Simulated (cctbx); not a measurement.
## Solving a structure by charge flipping

Cell a = 7.8990 Å, b = 8.7230 Å, c = 6.6840 Å, α = 90.00°, β = 118.50°, γ = 90.00°; space group C2/m (no. 12); content Pb4 Sb8 Rh2.

Simulated single-crystal data (cctbx): Ga Kα, λ = 1.3414 Å, to d = 0.8 Å, 50 % of the full sphere, strongest reflection 70000 counts, noise from counting, a 1.5 % proportional error and a noise floor of 15 counts (s.d.); no absorption, and some extinction, which the refinements don't model.

Charge flipping in P1 on plain amplitudes to 0.8 Å, δ = 1.1 σ, 10 % of the reflections treated as weak, 200 cycles:

```text
cycle      R  skewness
    0  0.590     0.27
   16  0.341     4.28
   32  0.304     3.91
   48  0.311     3.95
   64  0.316     4.02
   80  0.302     3.90
   96  0.299     3.97
  112  0.301     3.86
  128  0.281     3.76
  144  0.302     3.76
  160  0.301     3.78
  176  0.304     3.82
  192  0.293     3.83
origin shift          correlation  skewness
 0.393  0.403  0.132      0.849      2.07
 0.393  0.123  0.130      0.836      1.83
 0.106  0.402  0.209      0.826      1.78
 0.397  0.486  0.134      0.838      1.11
taken: symmetry correlation 0.849, skewness 2.07
peak      x       y       z  mult  height/sigma
Q1    0.0000  0.5000  0.5000    2     10.5
Q2    0.1041  0.0000  0.3640    4     10.0
Q3    0.0436  0.2797  0.8380    8      6.3
Q4    0.1836  0.5000  0.4911    4      4.8
Q5    0.0954  0.1423  0.9465    8      3.8
Q6    0.0674  0.0000  0.6491    4      3.4
Q7    0.0466  0.5000  0.7338    4      3.2
Q8    0.9927  0.1322  0.2513    8      3.0
```

The origin is taken among those within 0.04 of the best correlation, by the skewness of the map.

Run time: 0.66 s on 1 thread of Arm Neoverse N1 (shared host), peak memory 0.08 GiB.

Q: Assign the peaks.

Heights follow Z only loosely here, so the multiplicities, which must add up to the content, decide. First model: Q1 = Rh1 (2 in the cell, height 10.5), Q2 = Pb1 (4 in the cell, height 10.0) and Q3 = Sb1 (8 in the cell, height 6.3). Against the true structure, Q1 is Rh, Q2 is Pb and Q3 is Sb; the other peaks are not atoms.

Least squares on F², isotropic:

```text
Rint 0.013, 399 unique reflections to 0.80 A
cycle     R1     wR2    GooF  max shift (A)
   1  0.5173  0.8189  41.423   0.14955
   2  0.0092  0.0194   0.983   0.00002
final R1 0.0092 wR2 0.0194 GooF 0.983  parameters 8  data/parameter 49.9
atom        x        y        z      Ueq    occ   su(xyz)  su(Uiso or U11)
Rh1    0.00000  0.50000  0.50000   0.0146  1.000  0.00000  0.0001
Pb1    0.08262  0.00000  0.35357   0.0147  1.000  0.00003  0.0001
Sb1    0.06129  0.27564  0.84375   0.0151  1.000  0.00004  0.0001
difference map: max 0.72 min -0.72 rms 0.17
Q1    0.0000  0.0000  0.0000    2    0.72  2.13 A from Pb1
Q2    0.1802  0.3369  0.1931    8    0.60  1.88 A from Sb1
Q3    0.1201  0.2460  0.3610    8    0.55  1.46 A from Sb1
Q4    0.0884  0.5000  0.6001    4    0.51  0.70 A from Rh1
Q5    0.1482  0.4123  0.8931    8    0.51  1.34 A from Sb1
```

Anisotropic refinement:

```text
Rint 0.013, 399 unique reflections to 0.80 A
cycle     R1     wR2    GooF  max shift (A)
   1  0.0092  0.0195   0.999   0.00005
   2  0.0091  0.0192   0.985   0.00000
final R1 0.0091 wR2 0.0192 GooF 0.985  parameters 19  data/parameter 21.0
atom        x        y        z      Ueq    occ   su(xyz)  su(Uiso or U11)
Rh1    0.00000  0.50000  0.50000   0.0146  1.000  0.00000  0.0002
Pb1    0.08262  0.00000  0.35357   0.0146  1.000  0.00003  0.0001
Sb1    0.06129  0.27564  0.84374   0.0151  1.000  0.00004  0.0001
difference map: max 0.70 min -0.74 rms 0.17
Q1    0.0000  0.0000  0.0000    2    0.70  2.13 A from Pb1
Q2    0.1791  0.3371  0.1920    8    0.59  1.88 A from Sb1
Q3    0.1214  0.2466  0.3620    8    0.56  1.46 A from Sb1
Q4    0.1534  0.4089  0.8947    8    0.51  1.33 A from Sb1
Q5    0.0488  0.1000  0.8176    8    0.50  1.42 A from Pb1
Q6    0.0943  0.5000  0.5997    4    0.49  0.72 A from Rh1
```

**Reading.** The refinement ends at R1 = 0.0091, wR2 = 0.0192, GooF = 0.98, with difference density between -0.74 and 0.70 e/Å³. Every site matches the true model in element, within 0.001 Å r.m.s., up to an allowed shift of origin.

True model:

```
atom  mult.       x       y       z  Ueq (Å²)
 Pb1      4  0.4174       0  0.1464    0.0150
 Sb1      8  0.5613  0.2757  0.3438    0.0154
 Rh1      2       0       0       0    0.0150
```

The model is made up (kin elements in a known structure type, no relaxation), so it says nothing on whether the phase exists.

[Middle refinement cycles are left out of these outputs.]

[Logs are printed without paths, hosts, clocks, repeated set-up lines and the standing remarks that a program may print on its own settings, such as how far it seeks lower states.]
